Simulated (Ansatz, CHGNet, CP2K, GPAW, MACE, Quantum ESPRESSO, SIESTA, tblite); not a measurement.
## Random packing of 73Na2S-27P2S5 (mol %) (61 atoms) in tblite

Wanted: tblite inputs and outputs for random packing of 73Na2S-27P2S5 (mol %) (61 atoms), checked against a plane-wave reference.

Method: the method is named at each step, in tblite 0.8.0.

## 1. Set-up

The cell holds 61 atoms: 22 Na, 31 S and 8 P. Cell: a = 10.809 Å, b = 10.809 Å, c = 10.809 Å, α = 90.0°, β = 90.0°, γ = 90.0°. 61 atoms (22 Na, 31 S, 8 P) packed at random in a cube at 2.3 g/cm³ and pushed apart as soft spheres, cations and anions kept from their own kind; a start for melting by ab initio MD, not an equilibrated structure. Then every atom was moved at random, 0.02 Å r.m.s. a Cartesian component.

The yardstick, on the same geometry:

- method: Kohn-Sham DFT, PBE, SSSP efficiency 1.3.0 pseudopotentials, plane waves (Quantum ESPRESSO 7.5); sssp-pbe-1.3.0-efficiency, cutoffs 45/360 Ry, Γ point
- r.m.s. force component: 0.6125 eV/Å
- longest force: 2.481 eV/Å
- pressure: 2.495 GPa
- time: 4.6 min on 4 MPI ranks of Arm Neoverse V2, shared host
- CPU time: 18 min

## 2. GFN1-xTB

Method: GFN1-xTB tight binding, diagonalisation.

Input file run.py:

```python
import numpy as np
from ase.io import read
from tblite.ase import TBLite

atoms = read("structure.xyz")
atoms.calc = TBLite(method="GFN1-xTB", electronic_temperature=580, accuracy=1.0, max_iterations=250, mixer_damping=0.4, verbosity=1)
energy = atoms.get_potential_energy()
forces = atoms.get_forces()
print(f"energy {energy:.6f} eV")
print("forces (eV/A)")
for i, (a, f) in enumerate(zip(atoms, forces)):
    print(f"{i:4d} {a.symbol:2s} {f[0]:10.5f} {f[1]:10.5f} {f[2]:10.5f}")
stress = -atoms.get_stress(voigt=False) * 160.21766
print("stress (GPa, compression positive)")
for row in stress:
    print(" ".join(f"{x:10.4f}" for x in row))
print("charges (e)")
print(np.array2string(atoms.get_charges(), precision=4, suppress_small=True, max_line_width=110, threshold=100000))
```

Input file structure.xyz:

```xyz
61
Lattice="10.80850 0.00000 0.00000 0.00000 10.80850 0.00000 0.00000 0.00000 10.80850" Properties=species:S:1:pos:R:3 pbc="T T T"
Na 10.36859 3.08334 7.08313
Na 8.24775 6.40868 2.19002
Na 2.35333 4.11317 0.06550
Na 2.48466 7.43214 7.63761
Na 5.75153 1.51006 6.84319
Na 2.48563 1.00000 5.71121
Na 3.13317 7.12291 10.71176
Na 5.02725 0.93731 3.88414
Na 4.83961 6.50466 3.25606
Na 9.67977 9.06476 4.53006
Na 0.15499 6.15123 0.72882
Na 10.39183 1.12171 10.43463
Na 9.59968 5.67598 8.54088
Na 6.75639 3.75531 1.92316
Na 6.82892 7.30244 10.37638
Na 5.92209 3.88555 4.84859
Na 6.30849 10.67988 1.25595
Na 8.87626 0.53167 6.42717
Na 9.75683 0.56701 2.60852
Na 1.50195 9.60562 9.81336
Na 4.16603 9.22786 5.49612
Na 1.90965 9.81369 3.49039
S 10.77435 8.04120 8.32568
S 6.63545 9.84168 6.33054
S 4.35518 2.41894 0.80361
S 9.57968 6.34070 4.46294
S 7.74991 8.96392 2.70602
S 2.98866 6.78741 5.08648
S 5.39841 5.80806 6.64852
S 5.09102 5.37420 0.61133
S 0.09587 8.34578 2.26881
S 5.04238 8.36070 1.39721
S 2.63425 5.17252 2.47634
S 8.15080 7.22646 7.00067
S 8.14291 4.28838 6.20343
S 1.55405 9.36535 6.00769
S 7.48716 1.74557 4.56140
S 8.13772 5.02768 10.69674
S 3.36825 3.57880 5.70311
S 10.36870 3.60528 1.89797
S 2.88425 10.52521 1.09285
S 10.77283 1.58453 4.89787
S 5.94295 3.86739 8.93960
S 8.98846 8.84406 10.65859
S 4.20656 0.15726 8.44122
S 8.10292 1.82988 0.85247
S 3.13122 4.95808 8.47873
S 2.49222 1.92326 3.20083
S 0.06939 3.63360 9.66129
S 0.66353 5.47656 6.66787
S 0.28480 0.66807 7.92220
S 4.83043 7.91733 8.81271
S 7.73781 1.34577 8.64442
P 2.83961 3.00001 8.04228
P 3.77563 3.48725 2.74622
P 7.26126 10.03731 9.11059
[... 1 atom lines left out ...]
P 1.23541 6.74029 3.98445
P 0.02227 4.50250 4.38879
P 6.17760 1.97677 9.84103
P 6.60151 7.40793 5.54044
```

On the command line:

```console
OMP_NUM_THREADS=1 python run.py > output.txt
```

What it wrote:

```text
------------------------------------------------------------
  cycle        total energy    energy error   density error
------------------------------------------------------------
      1     -136.7706134563  -1.3655324E+02   6.5054000E-01
      2     -73.51648362879   6.3254130E+01   1.3240412E+00
      3     -118.4563918110  -4.4939908E+01   6.7257299E-01
      4     -131.8884833589  -1.3432092E+01   5.4596556E-01
      5     -127.8687446958   4.0197387E+00   5.3467486E-01
      6     -138.6651571226  -1.0796412E+01   3.6190471E-01
      7     -141.3669820059  -2.7018249E+00   2.6275857E-01
      8     -142.4703788432  -1.1033968E+00   1.8345073E-01
      9     -142.4026820928   6.7696750E-02   1.6490662E-01
     10     -142.7694259552  -3.6674386E-01   1.3450354E-01
     11     -142.7937285418  -2.4302587E-02   1.4672260E-01
     12     -143.1833363019  -3.8960776E-01   9.5736433E-02
     13     -142.7063167880   4.7701951E-01   1.4188810E-01
     14     -143.1380578693  -4.3174108E-01   9.9149612E-02
     15     -142.9024354052   2.3562246E-01   1.1405921E-01
     16     -143.3384186821  -4.3598328E-01   5.2766007E-02
     17     -143.3062349826   3.2183700E-02   5.5382887E-02
     18     -143.4063145542  -1.0007957E-01   3.2310282E-02
     19     -143.4250689552  -1.8754401E-02   2.0051660E-02
     20     -143.4340372699  -8.9683147E-03   1.1313612E-02
     21     -143.4390970277  -5.0597578E-03   5.9986280E-03
     22     -143.4397576832  -6.6065551E-04   2.7537175E-03
     23     -143.4398960030  -1.3831979E-04   1.8999533E-03
     24     -143.4399487836  -5.2780623E-05   1.2209761E-03
     25     -143.4399755007  -2.6717138E-05   8.5682999E-04
     26     -143.4399843743  -8.8735515E-06   6.8121795E-04
     27     -143.4399962166  -1.1842334E-05   3.7100982E-04
     28     -143.4399986649  -2.4482163E-06   2.5252392E-04
     29     -143.4400000309  -1.3660084E-06   1.6641796E-04
     30     -143.4400002717  -2.4082803E-07   1.2970033E-04
     31     -143.4400007304  -4.5874822E-07   7.4776124E-05
     32     -143.4400008572  -1.2674968E-07   3.5541524E-05
     33     -143.4400008975  -4.0353143E-08   1.8248887E-05
------------------------------------------------------------
 total:                                   3.708 sec
energy -3903.201236 eV
forces (eV/A)
   0 Na    0.17650    0.12771   -0.12887
   1 Na    0.22118    0.22170   -0.00997
   2 Na    0.16647   -0.52120    0.09234
   3 Na    0.01297   -0.27156   -0.31837
   4 Na    0.12345    0.47878    0.35295
   5 Na   -0.49848    0.54131    0.69600
   6 Na    0.27003   -0.08372    0.08136
   7 Na    0.03273    0.04414   -0.37490
   8 Na    0.10320   -0.06504    0.03175
   9 Na    0.07310   -0.35832    0.65296
  10 Na   -0.35938   -0.26326   -0.02682
  11 Na   -0.37131    0.15671   -0.03799
  12 Na   -0.44734   -0.06841   -0.15713
  13 Na    0.17305   -0.32036   -0.34136
  14 Na   -0.10534    0.07940   -0.37768
  15 Na   -0.02344    0.27357    0.29828
  16 Na   -0.01408    0.02697   -0.46699
  17 Na    0.01784   -0.23934    0.15062
  18 Na   -0.26768    0.29426   -0.00548
  19 Na   -0.10501    0.20031   -0.30667
  20 Na    0.35062   -0.49256    0.56870
  21 Na   -0.17858    0.08898   -0.36106
  22 S    -0.25108   -0.15681    0.60075
  23 S    -0.00091   -1.84150    0.14240
[...]
53 P     0.34248    2.69516   -2.15628
  54 P    -0.64550   -0.79411    0.57899
  55 P     1.01109   -0.18017   -0.27359
  56 P    -2.42253   -0.52599    0.29487
  57 P    -0.64769   -0.80835    0.05764
  58 P    -0.42954    1.37385    0.54303
  59 P     0.95541    2.20930    1.36546
  60 P     0.63274   -0.33940    3.92655
stress (GPa, compression positive)
   -3.0323     0.0106    -1.1919
    0.0106    -5.7179     0.5200
   -1.1919     0.5200    -5.2282
charges (e)
[ 0.4194  0.3876  0.4128  0.415   0.388   0.38    0.3778  0.3484  0.3828  0.4183  0.383   0.4056  0.4129
  0.3938  0.4189  0.3706  0.3975  0.4258  0.3972  0.3638  0.3527  0.3749 -0.3343 -0.3565 -0.2115 -0.22
 -0.4327 -0.2504 -0.1844 -0.3639 -0.4398 -0.4224 -0.2627 -0.1657 -0.2944 -0.4449 -0.517  -0.3638 -0.3528
 -0.2883 -0.3299 -0.3907 -0.1669 -0.2811 -0.2766 -0.4139 -0.1833 -0.3102 -0.4322 -0.2679 -0.3985 -0.3824
 -0.1415  0.1376  0.1389  0.135   0.1688  0.1963  0.1852  0.1574  0.1343]
```

Run time: 4.2 s. Hardware: 1 thread of Arm Neoverse V2, shared host; peak memory 0.12 GiB.

Banners, paths, timers and routine set-up lines are dropped from the logs unmarked, and long logs keep their key lines alone; longer cuts are marked.

Compared with the plane-wave run:

```
r.m.s. force component                  : 0.8691 eV/Å
r.m.s. difference of force components   : 433.7 meV/Å
longest difference of force vectors     : 2125 meV/Å
force difference over r.m.s. force      : 70.81 %
slope of forces against the reference's : 1.256
correlation of force components         : 0.8852
pressure                                : -4.66 GPa
pressure difference                     : -7.155 GPa
```

Length of the force difference by element (eV/Å):

```
element  atoms  mean  most
     Na     22  0.26  0.68
      P      8   1.0   2.1
      S     31  0.74   1.7
```

Local excerpt of 11 atoms (numbers count through the whole input) about S43, which has 2 bonded neighbours where the commonest count for S is 4; x, y, z are measured from there.

| atom | x | y | z | distance (Å) | bonds | Mulliken charge (e) | Fx | Fy | Fz (eV/Å) |
| --- | --- | --- | --- | --- | --- | --- | --- | --- | --- |
| S43 | 0.00 | 0.00 | 0.00 | 0.00 | 2 | -0.17 | 0.35 | -2.30 | 1.23 |
| P60 | 0.23 | -1.89 | 0.90 | 2.11 | 2 | 0.16 | 0.96 | 2.21 | 1.37 |
| S30 | -0.85 | 1.51 | 2.48 | 3.02 | 5 | -0.36 | 0.64 | 0.44 | 0.45 |
| S38 | 2.19 | 1.16 | 1.76 | 3.04 | 5 | -0.36 | 0.06 | 0.05 | 0.28 |
| S47 | -2.81 | 1.09 | -0.46 | 3.05 | 4 | -0.18 | -0.70 | -1.66 | 0.40 |
| S29 | -0.54 | 1.94 | -2.29 | 3.05 | 2 | -0.18 | 0.44 | 2.98 | -1.20 |
| S53 | 1.79 | -2.52 | -0.30 | 3.11 | 4 | -0.14 | 1.00 | -2.26 | -1.00 |
| Na5 | -0.19 | -2.36 | -2.10 | 3.16 | 5 | 0.39 | 0.12 | 0.48 | 0.35 |
| P54 | -3.10 | -0.87 | -0.90 | 3.34 | 1 | 0.14 | 0.34 | 2.70 | -2.16 |
| S25 | -1.59 | -1.45 | 2.67 | 3.43 | 4 | -0.21 | 1.03 | 0.89 | 0.82 |
| S35 | 2.20 | 0.42 | -2.74 | 3.54 | 3 | -0.29 | 0.15 | -0.31 | -0.73 |

Atoms are counted from 1 here, from 0 in the log.

Forces lie 71 % from the reference's, at 0.0038 times its CPU time (on 1 against 4 cores).

Further runs of this program without a result: tblite GFN2-xTB (not converged).

## 3. Outcome

| Quantity | Value |
| --- | --- |
| force difference from the reference | tblite GFN1-xTB, 71 % |
| its CPU time | 4.2 s |

What this shows: Tight binding differs by 71 % (tblite GFN1-xTB); it is another model, with fitted parameters of its own, and the xTB methods hold dispersion. One electronic-structure run takes under half the reference's CPU time: tblite GFN1-xTB, at 71 % in 4.2 s against 18 min, too far off to be of use; its pressure misses by -7.2 GPa. Periodic xTB results under one method name differ between programs and library versions. The reference's pressure holds the uncorrected Pulay stress of its 45 Ry basis, so small pressure differences, and their order, may be the reference's own error. The reference's pressure of 2.5 GPa belongs to a cell and atoms that aren't relaxed at this level. The electronic-structure runs sample only Γ, in a cell whose shortest periodic width is 11 Å, which is coarse for a cell with partly filled levels.

[Also dropped from logs without a mark: logging warnings of Python, and SIESTA's first energy breakdown and zero terms.]

[Logs are printed without paths, hosts, clocks, repeated set-up lines and the standing remarks that a program may print on its own settings, such as how far it seeks lower states.]

[Hosts, paths, dates, database ids (printed as entryN), source tags and the programs' standing remarks are cut or masked in the printed files.]
